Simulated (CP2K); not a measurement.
The C K edge of 2-methylthiazole was computed by TDDFT (CP2K XAS_TDP, aug-cc-pVDZ, TDA) at these levels: PBE, PBEh(45%) and PBEh(45%) + GW2X. The first three lines of C1 (bonded to C and 3 H) with a strength over 0.0015, energy in eV and strength:

```
run           first          second           third
  1  270.31 (0.004)  270.52 (0.002)  272.82 (0.005)
  2  290.39 (0.006)  291.16 (0.012)  291.42 (0.021)
  3  284.10 (0.006)  284.87 (0.013)  285.13 (0.022)
```

Which run is which?

Run 1: PBE (0 % exact exchange). Run 2: PBEh(45%) + GW2X (45 % exact exchange). Run 3: PBEh(45%) (45 % exact exchange). Self-interaction lifts the core level, so the uncorrected lines rise with the share of exact exchange. The GW2X run keeps the spacings of its parent: 0.77 eV between the first two lines in run 2, 0.77 eV in run 3. Its shift is +6.29 eV, since the Kohn–Sham level at this share of exchange lies that far above the quasiparticle level.

[Banner, clock and machine lines of the logs are left out without a mark of their own.]

[Logs are printed without paths, hosts, clocks, repeated set-up lines and the standing remarks that a program may print on its own settings, such as how far it seeks lower states.]

[Hosts, paths, dates, database ids (printed as entryN), source tags and the programs' standing remarks are cut or masked in the printed files.]
